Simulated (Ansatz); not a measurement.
# 4-layer 1T-SnS2 (AA) in a perpendicular field, part 2 of 2

Aim: how the 4-layer 1T-SnS2 (AA) screens a field along its normal, and what the field does to its bands. A positive field points along +c.

Ansatz 0.2.0; plane-wave DFT, PBE-D3(BJ), Ansatz PAW (set soft_1); PAW set soft_1.

So far. Step 2 (Relaxing the slab): The lattice constant a goes from 3.700 to 3.668 Å.

## (3) Atoms held, field 0

A sawtooth potential applies the field, turning back in the middle of the vacuum. With the dipole correction the typed value is the field outside the slab. The induced dipole is small, so the SCF threshold is tight.

The cell differs from the one that the last finished run ended in (c 63.561 → 38.402 Å).

Contents of input.yaml:

```yaml
crystal:
  lattice:
    - [3.668233005, 0.0, 0.0]
    - [-1.8341165025, 3.1767829694, 0.0]
    - [0.0, 0.0, 38.4019654649]
  atoms:
    - { symbol: S, position: [0.6666666667, 0.3333333333, 0.2343630044] }
    - { symbol: Sn, position: [0.0, 0.0, 0.272963164] }
    - { symbol: S, position: [0.3333333333, 0.6666666667, 0.3114998796] }
    - { symbol: S, position: [0.6666666667, 0.3333333333, 0.3858046265] }
    - { symbol: Sn, position: [0.0, 0.0, 0.424318769] }
    - { symbol: S, position: [0.3333333333, 0.6666666667, 0.4628314433] }
    - { symbol: S, position: [0.6666666667, 0.3333333333, 0.5371685567] }
    - { symbol: Sn, position: [0.0, 0.0, 0.575681231] }
    - { symbol: S, position: [0.3333333333, 0.6666666667, 0.6141953735] }
    - { symbol: S, position: [0.6666666667, 0.3333333333, 0.6885001204] }
    - { symbol: Sn, position: [0.0, 0.0, 0.727036836] }
    - { symbol: S, position: [0.3333333333, 0.6666666667, 0.7656369956] }
kpoints:
  mp_grid: { grid: [18, 18, 1] }
  band_path:
    path: [[0, 0, 0], [0.5, 0, 0], [0.33333333, 0.33333333, 0], [0, 0, 0]]
    npoints: 16
hamiltonian:
  xc: pbe
  dispersion: d3bj
  pseudopotentials: { kind: paw, azcp: { folder: soft_1 } }
scf:
  occupations: { method: fermi_dirac, width: 0.02585 }
  convergence: { dr2_threshold: 1.0e-10 }
efield:
  axis: 3
  dipole_correction: true
  ramp_position: 0.97
  ramp_width: 0.06
  amplitude: 0
output:
  dos: { projected: true, e_range: [-6, 5] }
  write_potential: true
  write_density: true
  volumetric_format: npy
  elf: true
```

Launch:

```
> ansatz run input.yaml --threads 4 --pin off --max-ram 8192MiB --backend cpu --events-out ev --progress --plain --runs-dir out
```

Numbers of over 12 decimals in the logs are rounded to 6 here.

What it wrote:

```text
[...]
Crystal: 12 atoms, lattice volume = 447.505 Å³
Basis set: ecut = 420 eV, 8733 PW (Γ)
Bands: 64, of which v1, the nominal top of the filled ones, is band 52 counted from 1 (51 counted from 0)
Symmetry: 6 space group operations
k-points: 37 of 324 (time reversal used)
[...]
SCF iter   1: F=—  HF=-31323.703669 eV  |F-HF|=—  |Δ(HF+E_count)|=         —  Δρ=3.18e-2  dr2=7.15e0  ethr=3.10e-3  p=0.000 e·Å  D=1.22e-13 V/Å  ΔV_dip=-0.00 eV  dr2_dipole=9.97e-9  V_vac-E_F(+/−)=6.44/6.44 eV  ⟨swp⟩=11.9  Hψ=13267  notcnv=0  defer=5
efield: sawtooth ramp at fractional position 0.9700 (set: `efield.ramp_position`, or a place that a band, a saddle search or an elastic batch's reference lends), width 0.0600; the density the first Hamiltonian is built on has a dipole p = 0.000 e·Å; the dipole correction subtracts the counter field D = 1.22e-13 V/Å, which shifts the + side's vacuum level by -0.00 eV against the − side's; the planar-averaged density in the ramp window peaks in size at 4.6e-7 e/Å³
[...]
SCF iter   2: F=—  HF=-31321.726451 eV  |F-HF|=—  |Δ(HF+E_count)|=    1.98e0  Δρ=1.34e-2  dr2=6.51e-1  ethr=3.10e-3  p=-0.000 e·Å  D=-1.85e-5 V/Å  ΔV_dip=0.00 eV  dr2_dipole=8.42e-8  V_vac-E_F(+/−)=6.26/6.26 eV  ⟨swp⟩=3.0  Hψ=4110  notcnv=0  defer=288
[...]
SCF iter  16: F=-31321.665573 eV  HF=-31321.665573 eV  |F-HF|=8.73e-11  |Δ(HF+E_count)|=  3.27e-11  Δρ=3.04e-8  dr2=1.89e-11  ethr=1.00e-12  p=0.000 e·Å  D=9.00e-8 V/Å  ΔV_dip=-0.00 eV  dr2_dipole=7.40e-13  V_vac-E_F(+/−)=5.91/5.91 eV  ⟨swp⟩=2.0  Hψ=4047  notcnv=0
SCF 1 converged in 16 iterations: F = -31321.665573 eV  dr2 = 1.89e-11
[...]
NSCF: frozen V_eff on 49 k-points
efield: sawtooth ramp at fractional position 0.9700 (kept from the solve that this one continues, or follows in the run), width 0.0600; the density the first Hamiltonian is built on has a dipole p = 0.000 e·Å; the dipole correction subtracts the counter field D = 9.00e-8 V/Å, which shifts the + side's vacuum level by -0.00 eV against the − side's; the planar-averaged density in the ramp window peaks in size at 4.6e-7 e/Å³
WARN: The output density's exchange-correlation potential varies sharply where the density is thin. Do not read a vacuum level from v_tot or v_xc, or from such a field of the output density. On a cell that repeats whose density bears no net charge and no dipole along the vacuum's axis use v_es (v_loc + v_h of the components); under efield.dipole_correction with no amplitude use v_es + v_field, which holds any externa [...]
SCF converged after 16 iterations
Free energy (F): -31321.665573 eV
[...]
Internal energy: -31321.665573 eV  (E = F + TS)
E sigma→0 (E₀):  -31321.665573 eV
Fermi energy:    2.084690 eV
Dipole field:    D = -0.000001 V/Å  (p = -0.000002 e·Å, saw-weighted, corrected)
Work function:   Φ+ = 5.9109 eV   Φ− = 5.9109 eV
Levels:          The Fermi level and band energies are counted from a zero that moves with the ramp; work functions are not
[...]
--- Band table (eV; the first three rows and the last of 37) ---
  k-point 0: bands = [... 48 lower, 1.1251, 1.1492, 1.1492, 1.2377, 3.3052, 3.6326, 4.0224, 4.3167, ... 8 higher]
  k-point 1: bands = [... 48 lower, 1.1137, 1.1680, 1.1946, 1.2852, 3.5219, 3.7861, 4.1045, 4.3368, ... 8 higher]
  k-point 2: bands = [... 48 lower, 1.1527, 1.2177, 1.2529, 1.3245, 3.9301, 4.0556, 4.2045, 4.3182, ... 8 higher]
  k-point 36: bands = [... 48 lower, 0.7288, 0.7288, 1.0027, 1.0027, 3.3915, 3.6684, 4.0114, 4.2895, ... 8 higher]
```

The job ended after 33 s (4 threads of Intel Xeon Platinum 8559C (Emerald Rapids), shared host; peak memory 1.7 GiB).

This step gave:

- gap on the k-mesh: 1.397 eV
- dipole along the normal: -1.69e-6 e·Å
- gap along the path: 1.389 eV
- smallest direct gap along the path: 1.681 eV
- ionisation energy, upper face: 6.620 eV
- electron affinity, upper face: 5.231 eV
- gap, the smaller of path and mesh: 1.389 eV

The electron's electrostatic potential energy less the Fermi level oscillates, so the rows of the table below give means over windows of 2 Å about each position, cut where the curve ends. Its maxima inside the range that stand out by 2 % of the span (Å: eV): 13.4: 0.857, 19.2: 0.859, 25.0: 0.857. Its minima: 10.5: -6.04, 16.4: -6.06, 22.0: -6.06, 27.9: -6.04.

Running mean over a fixed 2.7 Å (it still follows the layers) of the planar mean; the ramp of the sawtooth is left out. The electron's electrostatic potential energy less the Fermi level by z; means over each step:

| z (Å) | electron's electrostatic potential energy less the Fermi level (eV) |
| --- | --- |
| 4 | 5.91 |
| 6 | 5.81 |
| 8 | 1.48 |
| 10 | -5.30 |
| 12 | -2.69 |
| 14 | -0.481 |
| 16 | -5.56 |
| 18 | -2.09 |
| 20 | -0.919 |
| 22 | -5.69 |
| 24 | -1.51 |
| 26 | -1.43 |
| 28 | -5.68 |
| 30 | -0.195 |
| 32 | 5.58 |
| 34 | 5.91 |

The density of states has structure finer than the step of the table below, so its rows give means over 0.25 eV, whole bins alone (the curve runs from -6 to 2.68 eV). Peaks (eV: height): -4.700: 10.7, -3.050: 15.1, -1.510: 18.6, -1.340: 21.9, -1.040: 26.8, -0.900: 15.4, 1.910: 11.2.

Density of states against energy, zero at the Fermi level of the run, which the smearing sets inside the gap; means over each step:

energy (eV), density of states (states/eV a cell) and a bar:
```
    -5.75        1.5 ##
    -5.50        0.8 #
    -5.25        2.3 ####
    -5.00        5.7 #########
    -4.75        7.5 ############
    -4.50        5.6 #########
    -4.25        4.9 ########
    -4.00        6.0 ##########
    -3.75        6.7 ###########
    -3.50        8.4 ##############
    -3.25       10.3 #################
    -3.00        9.8 ################
    -2.75        8.3 ##############
    -2.50        6.8 ###########
    -2.25        6.6 ###########
    -2.00        7.6 #############
    -1.75       11.1 ##################
    -1.50       13.5 ######################
    -1.25       17.2 ############################
    -1.00       18.2 ##############################
    -0.75        3.2 #####
    -0.50        0.0 
    -0.25        0.0 
     0.00        0.0 
     0.25        0.0 
     0.50        0.0 
     0.75        1.2 ##
     1.00        3.0 #####
     1.25        4.7 ########
     1.50        6.4 ###########
     1.75        6.8 ###########
     2.00        7.8 #############
     2.25        2.2 ####
     2.50        0.0
```

Projected DOS per atom over height of the atomic layer and energy from the Fermi level. Layers: S Sn S S Sn S S Sn S S Sn S from below.

Ten even steps from '0' (0.00 states/eV) to '9' (2.19 states/eV), each cell a mean:
```
000000000000
121121121121
232232232232
121121121121
010010010010
000000000000
000000000000
000000000000
000101101000
909909909909
908606606809
504505505405
302303303203
313313313313
424424424424
323424424323
212212212212
112212212211
222222222222
112212212211
000000000000
000000000000
```
Columns: height of the atomic layer (Å) from 9 to 29.4 (not evenly spaced); rows upwards: energy from the Fermi level (eV) from -5.96 to 2.68.

Electronic bands along the path, in eV, zero at the Fermi level of the run, which the smearing sets inside the gap:

| point | band 49 | band 50 | band 51 | band 52 | band 53 | band 54 | band 55 | band 56 |
| --- | --- | --- | --- | --- | --- | --- | --- | --- |
| Γ | -0.96 | -0.94 | -0.94 | -0.85 | 1.22 | 1.55 | 1.94 | 2.23 |
| halfway | -1.01 | -0.91 | -0.86 | -0.85 | 1.43 | 1.61 | 1.81 | 1.96 |
| M | -1.34 | -1.22 | -1.09 | -1.00 | 0.69 | 0.72 | 0.79 | 0.95 |
| halfway | -1.38 | -1.36 | -1.14 | -1.06 | 1.35 | 1.43 | 1.51 | 1.58 |
| K | -1.36 | -1.36 | -1.08 | -1.08 | 1.31 | 1.58 | 1.93 | 2.20 |
| halfway | -1.39 | -1.06 | -0.87 | -0.82 | 1.96 | 1.97 | 2.00 | 2.00 |
| Γ | -0.96 | -0.94 | -0.94 | -0.85 | 1.22 | 1.55 | 1.94 | 2.23 |

Electrostatic potential energy in the ca plane at fractional y = 0.000, with atoms of Sn within 0.2 Å of it. With pseudopotentials it is smooth inside the atoms' cores, unlike the true potential.

Ten even steps from '0' (-26 eV) to '9' (8 eV), each cell a mean:
```
99999999999999999999850495058999999985058406
99999999999999999999873000278999999987200037
99999999999999999999886434688999999988643478
99999999999999999998888777888899999888877888
99999999999999999998788888887889998878888887
99999999999999999998788888887899999878888888
99999999999999999998887666788899999888766678
99999999999999999999875101578999999987410157
99999999999999999999861152168999999986025116
99999999999999999999850697048999999984089605
```
Columns run along c (16.0 Å, from fractional 0.05 to 0.46 of the cell; values clipped at the 3rd and 97th percentile), rows up along a (3.7 Å). Atoms in or near the plane, at fractional coordinates: Sn at (0.27, 0.00), Sn at (0.42, 0.00).

ELF in the ca plane at fractional y = 0.000, with atoms of Sn within 0.2 Å of it. It is the smooth field of the valence electrons, not physical close to the nuclei.

Ten even steps from '0' (0.00) to '9' (0.76), each cell a mean:
```
00000000000000000000222000222000000022200022
00000000000000000012333212333210001233321233
00000000000000001346664333466641014666433346
00000000000000013689986323689872027998532368
00000000000000025799996313689983038998621369
00000000000000024799986323689982037998632368
00000000000000012467875323578751025787532357
00000000000000000124443323344320002444332334
00000000000000000001232101232100000123210133
00000000000000000000122000221000000012200022
```
Columns run along c (16.0 Å, from fractional 0.05 to 0.46 of the cell), rows up along a (3.7 Å). Atoms in or near the plane, at fractional coordinates: Sn at (0.27, 0.00), Sn at (0.42, 0.00).

Valence density in the ca plane at fractional y = 0.000, with atoms of Sn within 0.2 Å of it. It is the smooth field of the valence electrons, not physical close to the nuclei.

Values in units of 1e0 e/Å³, 6 rows by 16 columns, each cell a mean:
```
0.0 0.0 0.0 0.0 0.0 0.0 0.0 0.2 4.0 2.9 0.1 0.0 0.0 0.3 5.3 1.5
0.0 0.0 0.0 0.0 0.0 0.0 0.1 0.2 0.5 0.4 0.2 0.0 0.1 0.2 0.5 0.3
0.0 0.0 0.0 0.0 0.0 0.0 0.1 0.3 0.2 0.2 0.3 0.1 0.2 0.3 0.2 0.3
0.0 0.0 0.0 0.0 0.0 0.0 0.1 0.3 0.2 0.2 0.3 0.1 0.1 0.3 0.2 0.3
0.0 0.0 0.0 0.0 0.0 0.0 0.0 0.2 1.0 0.8 0.2 0.0 0.1 0.2 1.3 0.5
0.0 0.0 0.0 0.0 0.0 0.0 0.0 0.2 5.6 4.1 0.1 0.0 0.0 0.4 7.4 2.1
```
Columns run along c (16.0 Å, from fractional 0.05 to 0.46 of the cell), rows up along a (3.7 Å). Atoms in or near the plane, at fractional coordinates: Sn at (0.27, 0.00), Sn at (0.42, 0.00).

The gap is 1.39 eV, with the valence edge 6.62 eV and the conduction edge 5.23 eV under the upper vacuum level.

## (4) Single point, field 0.1 V/Å

Changes to input.yaml since step 3:

```diff
@@ -33,7 +33,6 @@
   dipole_correction: true
-  ramp_position: 0.97
-  ramp_width: 0.06
-  amplitude: 0
+  ramp_position: 0.9674
+  ramp_width: 0.0651
+  amplitude: 0.1
 output:
-  dos: { projected: true, e_range: [-6, 5] }
   write_potential: true
@@ -41,2 +40 @@
   volumetric_format: npy
-  elf: true
```

What it wrote:

```text
[...]
Crystal: 12 atoms, lattice volume = 447.505 Å³
Basis set: ecut = 420 eV, 8733 PW (Γ)
Bands: 64, of which v1, the nominal top of the filled ones, is band 52 counted from 1 (51 counted from 0)
Symmetry: 6 space group operations
k-points: 37 of 324 (time reversal used)
[...]
k-point 0: bands = [... 48 lower, 1.1264, 1.2484, 1.2489, 1.2489, 3.2833, 3.6375, 4.0221, 4.3331, ... 8 higher]
  k-point 1: bands = [... 48 lower, 1.1154, 1.1677, 1.2919, 1.2984, 3.4951, 3.7921, 4.1040, 4.3574, ... 8 higher]
  k-point 2: bands = [... 48 lower, 1.1233, 1.2148, 1.3377, 1.3423, 3.8825, 4.0599, 4.2065, 4.3587, ... 8 higher]
  k-point 36: bands = [... 48 lower, 0.7190, 0.7318, 1.0136, 1.0357, 3.3715, 3.6684, 4.0087, 4.3116, ... 8 higher]
[key lines of the parts left out:]
SCF converged after 16 iterations
Free energy (F): -31321.671898 eV
Fermi energy:    2.062366 eV
Dipole field:    D = 0.051155 V/Å  (p = 0.126509 e·Å, saw-weighted, corrected)
```

Wall time 32 s (4 threads); peak memory 1.6 GiB.

The dipole is 0.127 e·Å, and the gap 1.286 eV.

## (5) Single point, field -0.1 V/Å

Changes to input.yaml since step 4:

```diff
@@ -35,3 +35,3 @@
   ramp_width: 0.0651
-  amplitude: 0.1
+  amplitude: -0.1
 output:
```

What it wrote:

```text
[...]
Crystal: 12 atoms, lattice volume = 447.505 Å³
Basis set: ecut = 420 eV, 8733 PW (Γ)
Bands: 64, of which v1, the nominal top of the filled ones, is band 52 counted from 1 (51 counted from 0)
Symmetry: 6 space group operations
k-points: 37 of 324 (time reversal used)
[...]
k-point 0: bands = [... 48 lower, 1.1262, 1.2482, 1.2487, 1.2487, 3.2832, 3.6373, 4.0219, 4.3329, ... 8 higher]
  k-point 1: bands = [... 48 lower, 1.1152, 1.1675, 1.2917, 1.2982, 3.4949, 3.7919, 4.1038, 4.3572, ... 8 higher]
  k-point 2: bands = [... 48 lower, 1.1231, 1.2146, 1.3375, 1.3421, 3.8823, 4.0597, 4.2063, 4.3585, ... 8 higher]
  k-point 36: bands = [... 48 lower, 0.7188, 0.7316, 1.0134, 1.0355, 3.3713, 3.6682, 4.0085, 4.3114, ... 8 higher]
[key lines of the parts left out:]
SCF converged after 16 iterations
Free energy (F): -31321.671898 eV
Fermi energy:    2.062179 eV
Dipole field:    D = -0.051154 V/Å  (p = -0.126508 e·Å, saw-weighted, corrected)
```

Elapsed: 32 s, on 4 threads; peak memory 1.6 GiB.

The dipole is -0.127 e·Å, and the gap 1.286 eV.

## (6) Atoms held, field 0.2 V/Å

Changes to input.yaml since step 5:

```diff
@@ -35,3 +35,3 @@
   ramp_width: 0.0651
-  amplitude: -0.1
+  amplitude: 0.2
 output:
```

What it wrote:

```text
[...]
Crystal: 12 atoms, lattice volume = 447.505 Å³
Basis set: ecut = 420 eV, 8733 PW (Γ)
Bands: 64, of which v1, the nominal top of the filled ones, is band 52 counted from 1 (51 counted from 0)
Symmetry: 6 space group operations
k-points: 37 of 324 (time reversal used)
[...]
k-point 0: bands = [... 48 lower, 1.1670, 1.2791, 1.3737, 1.3737, 3.2252, 3.6449, 4.0247, 4.3780, ... 8 higher]
  k-point 1: bands = [... 48 lower, 1.2062, 1.2280, 1.3381, 1.4157, 3.4273, 3.7979, 4.1084, 4.4119, ... 8 higher]
  k-point 2: bands = [... 48 lower, 1.0771, 1.2506, 1.3747, 1.4635, 3.7849, 4.0420, 4.2302, 4.4470, ... 8 higher]
  k-point 36: bands = [... 48 lower, 0.7091, 0.7347, 1.0612, 1.1028, 3.3172, 3.6637, 4.0071, 4.3693, ... 8 higher]
[key lines of the parts left out:]
SCF converged after 17 iterations
Free energy (F): -31321.690876 eV
Fermi energy:    2.043360 eV
Dipole field:    D = 0.102336 V/Å  (p = 0.253084 e·Å, saw-weighted, corrected)
```

Elapsed: 33 s, on 4 threads; peak memory 1.6 GiB.

The dipole is 0.253 e·Å, and the gap 1.094 eV.

## (7) Single point, field 0.3 V/Å

Changes to input.yaml since step 6:

```diff
@@ -33,5 +33,5 @@
   dipole_correction: true
-  ramp_position: 0.9674
-  ramp_width: 0.0651
-  amplitude: 0.2
+  ramp_position: 0.9656
+  ramp_width: 0.0688
+  amplitude: 0.3
 output:
```

What it wrote:

```text
[...]
Crystal: 12 atoms, lattice volume = 447.505 Å³
Basis set: ecut = 420 eV, 8733 PW (Γ)
Bands: 64, of which v1, the nominal top of the filled ones, is band 52 counted from 1 (51 counted from 0)
Symmetry: 6 space group operations
k-points: 37 of 324 (time reversal used)
[...]
k-point 0: bands = [... 48 lower, 1.2141, 1.3264, 1.5001, 1.5001, 3.1440, 3.6435, 4.0351, 4.4431, ... 8 higher]
  k-point 1: bands = [... 48 lower, 1.2482, 1.3314, 1.4086, 1.5414, 3.3366, 3.7899, 4.1244, 4.4880, ... 8 higher]
  k-point 2: bands = [... 48 lower, 1.0329, 1.2908, 1.4296, 1.5878, 3.6710, 4.0063, 4.2668, 4.5533, ... 8 higher]
  k-point 36: bands = [... 48 lower, 0.7087, 0.7458, 1.1316, 1.1901, 3.2396, 3.6480, 4.0149, 4.4486, ... 8 higher]
[key lines of the parts left out:]
SCF converged after 18 iterations
Free energy (F): -31321.722520 eV
Fermi energy:    2.037565 eV
Dipole field:    D = 0.153582 V/Å  (p = 0.379819 e·Å, saw-weighted, corrected)
```

The job ended after 35 s (4 threads; peak memory 1.6 GiB).

The dipole is 0.380 e·Å, and the gap 0.849 eV.

## (8) Response, atoms held

This step: plane-wave DFT, PBE-D3(BJ), Ansatz PAW (set soft_1); response to a field along the normal, atoms held; PAW set soft_1 (Ansatz 0.2.0).

The dipoles give the slope, and the difference of two potentials shows where the field is screened.

This step gave:

- equivalent conductor thickness p/(ε₀AE): 19.64 Å
- distance between the outer atoms: 20.40 Å

Table of dipole of the cell by applied field:

| applied field (V/Å) | dipole of the cell (e·Å) |
| --- | --- |
| -0.100 | -0.127 |
| 0.000 | -1.7e-6 |
| 0.100 | 0.127 |
| 0.200 | 0.253 |
| 0.300 | 0.380 |

Local field over the applied field, running mean. From the potentials at -0.1 and 0.1 V/Å; running mean over 2.8 Å. Table of local field over applied field by z:

| z (Å) | local field over applied field |
| --- | --- |
| 5 | 0.997 |
| 6 | 0.970 |
| 7 | 0.819 |
| 8 | 0.512 |
| 9 | 0.215 |
| 10 | 0.0745 |
| 11 | 0.0701 |
| 12 | 0.153 |
| 13 | 0.240 |
| 14 | 0.227 |
| 15 | 0.127 |
| 16 | 0.0564 |
| 17 | 0.0771 |
| 18 | 0.172 |
| 19 | 0.248 |
| 20 | 0.212 |
| 21 | 0.109 |
| 22 | 0.0520 |
| 23 | 0.0906 |
| 24 | 0.191 |
| 25 | 0.250 |
| 26 | 0.194 |
| 27 | 0.0963 |
| 28 | 0.0579 |
| 29 | 0.138 |
| 30 | 0.379 |
| 31 | 0.705 |
| 32 | 0.933 |
| 33 | 0.992 |

The induced electron density oscillates, so the rows of the table below give means over windows of 2.99 Å about each position, cut where the curve ends. Its maxima inside the range that stand out by 2 % of the span (Å: e/Å³ per V/Å): 8.1: 0.00358, 11.1: 9.5e-4, 14.1: 0.00188, 16.9: 8.6e-4, 19.9: 0.00189, 22.6: 8.6e-4, 25.6: 0.00187, 28.4: 9.4e-4. Its minima: 10.0: -9.4e-4, 12.8: -0.00187, 15.8: -8.6e-4, 18.5: -0.00189, 21.5: -8.6e-4, 24.3: -0.00188, 27.3: -9.5e-4, 30.3: -0.00358.

Electrons, planar mean, per unit field. Table of induced electron density by z; means over each step:

| z (Å) | induced electron density (e/Å³ per V/Å) |
| --- | --- |
| 5.62 | 1.8e-4 |
| 8.61 | 0.00151 |
| 11.60 | -5.3e-4 |
| 14.59 | 5.1e-4 |
| 17.58 | -5.6e-4 |
| 20.57 | 5.5e-4 |
| 23.56 | -5.6e-4 |
| 26.55 | 5.5e-4 |
| 29.54 | -0.00135 |
| 32.53 | -3.1e-4 |

The smaller of the gaps on the path and on the k-mesh, counted as 0 under 0.03 eV. Gap against applied field:

| applied field (V/Å) | gap (eV) |
| --- | --- |
| -0.100 | 1.29 |
| 0.000 | 1.39 |
| 0.100 | 1.29 |
| 0.200 | 1.09 |
| 0.300 | 0.849 |

By hand: between -0.1 and 0.1 V/Å the dipole changes by 0.2530 e·Å, a slope of 1.265 e·Å²/V. A perfect conductor of thickness t has p = ε₀AEt, so t = 180.95 × 1.265 / 11.653 = 19.64 Å (e/ε₀ = 180.95 V·Å, A in Å²).

The induced dipole is that of a conductor 19.64 Å thick.

## (9) Outcome

```
gap without field                          : 1.39 eV
ionisation energy, upper face              : 6.62 eV
electron affinity, upper face              : 5.23 eV
equivalent conductor thickness, atoms held : 19.6 Å
```

In words: The induced dipole equals that of a perfect conductor 19.64 Å thick, while the outer atoms lie 20.40 Å apart; an out-of-plane ε follows only once a thickness t is chosen, by 1 − 1/ε = 19.64 Å / t. The gap goes from 1.39 eV to 0.85 eV at 0.3 V/Å. With the field reversed the gap is 1.29 eV at -0.1 V/Å. Semilocal functionals give gaps that are too small, and excitons are not included. Atoms moved by up to 2.1 Å in the relaxation, so the end structure is to be read from its coordinates and not from the name. Spin-orbit coupling is left out, which matters for the bands of elements this heavy.

[Logs are printed without paths, hosts, clocks, repeated set-up lines and the standing remarks that a program may print on its own settings, such as how far it seeks lower states.]

[Hosts, paths, dates, database ids (printed as entryN), source tags and the programs' standing remarks are cut or masked in the printed files.]

[Maps of the electrostatic potential energy from Ansatz leave out the sawtooth potential of an applied field or a dipole correction, so their vacuum need not be flat; planar profiles and work functions include it.]

[The density of states shown here was stored with 400 of the rows of the run's finer table, so its peaks can read low, often by over a quarter, or be missed, and its means over a window can be off by a tenth or more.]
